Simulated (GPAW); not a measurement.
## How Te2Mo absorbs and reflects light

Wanted: where Te2Mo starts to absorb, how strongly, and its refractive index.

Program: GPAW 26.7.0. Level of theory: DFT, PBE, plane-wave PAW (GPAW data sets), scalar-relativistic, RPA, optical limit. Results are calculated unless marked as measured.

This is a report of a sequence of runs, with most program output left out.

### 1. The starting structure

The structure is hexagonal, space group P6_3/mmc (No. 194). Conventional cell: a = 3.518 Å, b = 3.518 Å, c = 13.974 Å, α = 90.00°, β = 90.00°, γ = 120.00°. Te has 3 Mo at 2.72 Å nearest. Nearest to Mo lie 6 Te at 2.72 Å. Farther neighbours and most contacts between anions are not listed.

### 2. Ground state

The self-consistent density comes first; it also tells whether there is a gap, which decides the occupations and the need for a Drude term.

This step: DFT, PBE, plane-wave PAW (GPAW data sets), scalar-relativistic, ground state (GPAW 26.7.0).

gs.py

```python
from ase import Atoms
from ase.dft.bandgap import bandgap
from gpaw import GPAW, PW, FermiDirac

atoms = Atoms(['Te', 'Te', 'Te', 'Te', 'Mo', 'Mo'],
              cell=[[3.518200000003, 0.000000000000, 0.000000000000],
                    [-1.759100000002, 3.046850575597, 0.000000000000],
                    [0.000000000000, 0.000000000000, 13.973600000000]],
              scaled_positions=[[0.666666666667, 0.333333333333, 0.379000000000],
                                [0.333333333333, 0.666666666667, 0.879000000000],
                                [0.666666666667, 0.333333333333, 0.121000000000],
                                [0.333333333333, 0.666666666667, 0.621000000000],
                                [0.666666666667, 0.333333333333, 0.750000000000],
                                [0.333333333333, 0.666666666667, 0.250000000000]],
              pbc=[True, True, True])
atoms.calc = GPAW(mode=PW(400), xc='PBE', kpts={'size': (9, 9, 2), 'gamma': True},
                  occupations=FermiDirac(0.05), maxiter=150, txt='gs.txt')
print('energy (eV)', atoms.get_potential_energy())
print('Fermi level (eV)', atoms.calc.get_fermi_level())
print('valence electrons', atoms.calc.get_number_of_electrons())
print('gap (eV)', bandgap(atoms.calc, output=None)[0])
print('direct gap (eV)', bandgap(atoms.calc, direct=True, output=None)[0])
atoms.calc.write('gs.gpw')
```

On the command line:

```
$ OMP_NUM_THREADS=1 python gs.py
```

Wall time 53 s (1 thread of Arm Neoverse V1, shared host); peak memory 0.22 GiB.

Read-outs, printed or worked out from the files:

* energy: -36.90 eV
* Fermi energy: 8.504 eV
* gap on the k-mesh: 0.7732 eV
* direct gap on the mesh: 1.029 eV
* electrons: 52

There is a gap, 0.77 eV on this mesh (points off the mesh can give less), so no carriers' term is needed.

### 3. Bands for the response

The response needs many more empty bands than the density does.

This step: DFT, PBE, plane-wave PAW (GPAW data sets), scalar-relativistic, bands at fixed density (GPAW 26.7.0).

nscf.py

```python
from ase.dft.bandgap import bandgap
from gpaw import GPAW, FermiDirac

calc = GPAW('gs.gpw').fixed_density(kpts={'size': (12, 12, 6), 'gamma': True}, nbands=80, convergence={'bands': 74},
                                    occupations=FermiDirac(0.001), txt='nscf.txt')
print('gap (eV)', bandgap(calc, output=None)[0])
print('direct gap (eV)', bandgap(calc, direct=True, output=None)[0])
print('top band over the Fermi level (eV)', min(calc.get_eigenvalues(kpt=k)[73] for k in range(len(calc.get_ibz_k_points()))) - calc.get_fermi_level())
calc.write('full.gpw', mode='all')
```

On the command line:

```
$ OMP_NUM_THREADS=1 python nscf.py
```

Elapsed: 19 min, on 1 thread; peak memory 0.61 GiB.

Read-outs, printed or worked out from the files:

- gap on the k-mesh: 0.7514 eV

### 4. Dielectric function, RPA

Transitions between filled and empty bands, summed over the zone, give the optical response, so mesh, band count and broadening shape it.

The induced potential is part of this response.

This step: DFT, PBE, plane-wave PAW (GPAW data sets), scalar-relativistic, RPA, optical limit (GPAW 26.7.0).

df.py

```python
from gpaw.response.df import DielectricFunction

df = DielectricFunction('full.gpw', frequencies={'type': 'nonlinear', 'domega0': 0.03, 'omega2': 8},
                        ecut=30,
                        eta=0.1,
                        nbands=74,
                        txt='df.txt')
for direction in ['x', 'z']:
    df.get_dielectric_function(xc='RPA', direction=direction, filename=f'df_{direction}.csv')
```

On the command line:

```
$ OMP_NUM_THREADS=1 python df.py
```

The job ended after 2.3 min (1 thread; peak memory 0.39 GiB).

This step gave:

```
electronic dielectric constant ε∞, mean over x, y and z (by symmetry where fewer were run) : 15.55
```

Sum at mesh points, not converged in k; values under the direct gap are tails of Lorentzian lines. Im ε against photon energy; read off at these points:

```
photon energy (eV)  E ∥ x  E ∥ z
              0.00      0      0
              0.50  0.378  0.112
              1.00   2.31  0.365
              1.50   11.8   2.42
              2.00   15.5   9.57
              2.10   15.3   10.4
              2.50   18.7   7.72
              2.86   21.1   6.96
              3.00   20.0   6.99
              3.50   17.2   5.54
              3.68   18.9   5.38
              4.00   13.5   4.57
              4.50   12.4   5.00
              5.00   9.85   5.63
              5.50   6.36   5.95
              6.00   3.89   7.45
              6.33   3.27   9.08
              6.50   3.08   7.58
              7.00   3.00   6.72
              7.50   3.82   6.97
              8.00   5.32   7.07
              8.33   5.94   6.15
              8.50   5.41   6.33
              9.00   5.32   5.87
              9.50   4.10   5.05
             10.00   2.52   4.32
             10.50   2.15   2.77
             11.00   2.12   2.02
             11.50   2.02   1.98
             12.00   1.65   2.47
             12.50   1.53   1.93
             13.00   1.35   2.09
             13.50   1.12   1.57
             14.00  0.992   1.19
             14.50  0.911   1.05
             15.00  0.896   1.04
             15.50  0.915  0.874
             16.00  0.809  0.831
             16.50  0.701  0.739
             17.00  0.569  0.679
             17.50  0.486  0.528
             18.00  0.517  0.519
```

The reflectivity at normal incidence has structure finer than the step of the table below, so its rows give means over 0.5 eV, whole bins alone (the curve runs from 0 to 18.2 eV). Peaks (eV: height): E ∥ x 3.76: 53.8, 5.61: 57.3, 9.96: 52.9, 11.56: 43.5, 17.17: 37.4; E ∥ z 2.02: 38.2, 6.39: 36.0, 9.55: 44.6, 10.38: 47.9, 12.34: 36.7, 14.04: 44.6, 16.54: 36.9.

Sum at mesh points, not converged in k. The reflectivity at normal incidence by photon energy; means over each step:

```
photon energy (eV)  E ∥ x (%)  E ∥ z (%)
               0.5       39.6       27.5
               1.0       42.9       29.4
               1.5       47.0       33.9
               2.0       46.2       36.5
               2.5       47.9       31.0
               3.0       49.6       29.8
               3.5       50.3       26.9
               4.0       50.0       23.9
               4.5       50.2       24.8
               5.0       54.4       26.3
               5.5       56.7       27.3
               6.0       50.8       30.8
               6.5       38.9       33.7
               7.0       25.6       31.5
               7.5       22.3       33.3
               8.0       27.7       36.2
               8.5       35.8       36.3
               9.0       38.5       39.3
               9.5       44.5       42.4
              10.0       51.0       44.5
              10.5       43.1       47.0
              11.0       37.6       42.8
              11.5       41.8       34.6
              12.0       41.5       30.5
              12.5       39.9       34.3
              13.0       40.4       35.8
              13.5       39.8       40.7
              14.0       39.7       43.5
              14.5       35.9       37.7
              15.0       32.4       35.4
              15.5       31.8       35.9
              16.0       34.1       31.6
              16.5       36.2       34.5
              17.0       37.0       31.1
              17.5       33.6       33.2
```

Sum at mesh points, not converged in k; values under the direct gap are tails of Lorentzian lines. Table of Im ε, E ∥ x by photon energy; read off at these points:

```
photon energy (eV)  without local fields  with local fields
              0.00                     0                  0
              0.50                 0.424              0.378
              1.00                  2.75               2.31
              1.50                  13.9               11.8
              1.73                  17.7               16.7
              2.00                  15.7               15.5
              2.50                  19.1               18.7
              2.82                  20.8               20.8
              2.86                  20.7               21.1
              3.00                  19.2               20.0
              3.50                  17.6               17.2
              3.68                  19.4               18.9
              4.00                  14.5               13.5
              4.50                  13.3               12.4
              5.00                  10.2               9.85
              5.50                  6.17               6.36
              6.00                  3.86               3.89
              6.50                  3.11               3.08
              7.00                  3.13               3.00
              7.50                  4.32               3.82
              8.00                  6.32               5.32
              8.33                  7.00               5.94
              8.50                  6.22               5.41
              9.00                  6.00               5.32
              9.50                  4.39               4.10
             10.00                  2.66               2.52
             10.50                  2.40               2.15
             11.00                  2.46               2.12
             11.50                  2.25               2.02
             12.00                  1.83               1.65
             12.50                  1.73               1.53
             13.00                  1.43               1.35
             13.50                  1.19               1.12
             14.00                  1.03              0.992
             14.50                 0.978              0.911
             15.00                 0.803              0.896
             15.50                 0.661              0.915
             16.00                 0.546              0.809
             16.50                 0.479              0.701
             17.00                 0.417              0.569
             17.50                 0.372              0.486
             18.00                 0.385              0.517
```

Sum at mesh points, not converged in k; values under the direct gap are tails of Lorentzian lines. Loss function −Im 1/ε at q → 0 against energy loss; read off at these points:

```
energy loss (eV)    E ∥ x    E ∥ z
            0.00        0        0
            0.50  0.00103  0.00107
            1.00  0.00434  0.00287
            1.50   0.0157   0.0117
            2.00   0.0299   0.0391
            2.50   0.0347   0.0768
            3.00   0.0458   0.0835
            3.50   0.0570    0.116
            4.00   0.0739    0.106
            4.50   0.0780   0.0917
            5.00   0.0825    0.100
            5.50   0.0984   0.0922
            6.00    0.164   0.0915
            6.50    0.262    0.125
            6.93    0.335    0.142
            7.00    0.332    0.136
            7.50    0.251    0.140
            8.00    0.184    0.141
            8.50    0.180    0.158
            9.00    0.181    0.161
            9.50    0.189    0.164
           10.00    0.194    0.173
           10.50    0.296    0.222
           11.00    0.360    0.312
           11.50    0.311    0.396
           12.00    0.379    0.372
           12.50    0.427    0.416
           13.00    0.460    0.379
           13.50    0.537    0.404
           14.00    0.598    0.444
           14.50    0.774    0.655
           15.00    0.865    0.696
           15.50    0.853    0.794
           16.00    0.905    0.962
           16.50    0.995    0.926
           17.00     1.21     1.22
           17.50     1.60     1.44
           17.72     1.73     1.71
           18.00     1.68     1.83
```

At chosen wavelengths:

```
wavelength (nm)   n x    k x  R (%) x   1/α x   n z    k z  R (%) z   1/α z
           1550  4.57  0.100     41.1  1.2 µm  3.27  0.034     28.3  3.6 µm
            633  4.46  1.741     45.7   29 nm  3.78  1.140     37.4   44 nm
            532  4.41  2.003     47.0   21 nm  3.05  1.297     32.5   33 nm
            450  4.07  2.481     48.9   14 nm  2.83  1.111     28.8   32 nm
            365  3.24  2.814     50.0   10 nm  2.42  1.366     28.6   21 nm
            248  1.76  2.799     54.4  7.1 nm  2.49  1.128     26.0   17 nm
            193  0.95  1.630     41.1  9.4 nm  2.30  1.828     35.4  8.4 nm
```

Below the direct gap, k and the depth come from the tails of the Lorentzian lines, not from transitions.

Rows near the edge hang on the gap, which this functional as a rule makes too small, and phonon-assisted absorption is left out.

### 5. Outcome

```
electronic dielectric constant ε∞, mean over x, y and z (by symmetry where fewer were run) (RPA) : 15.6
```

What this shows: At this level (PBE, RPA) Te2Mo has a mean ε∞ = 15.6 and n = 4.57 at 1550 nm (E ∥ x). On the mesh the gap is 0.75 eV and the least direct gap 1.03 eV, so on this mesh the band edges lie at different points. Local fields change the static value along x from 19.27 to 18.34 (-5 %). The static values by axis are 18.34 (x), 9.97 (z). Excitons and phonon-assisted transitions are missing; PBE gaps are as a rule too small, which pulls the onset down and ε∞ up. Spin-orbit coupling is left out although heavy atoms are present. The curves end at 18 eV, about where the summed bands run out. In this version of GPAW the matrix elements of the optical limit are incomplete, which can lower ε − 1 by up to a tenth where first-row anions or d states rule, and shift it by more in d metals. The sum runs over mesh points 0.17 Å⁻¹ apart with no interpolation, so peaks are partly noise of the mesh; over so small a direct gap single mesh points weigh heavily, so ε∞, n and their changes from run to run can be far off.

[Machine, clock and banner lines and Python warnings are left out of the logs.]

[Logs are printed without paths, hosts, clocks, repeated set-up lines and the standing remarks that a program may print on its own settings, such as how far it seeks lower states.]

[Hosts, paths, dates, database ids (printed as entryN), source tags and the programs' standing remarks are cut or masked in the printed files.]
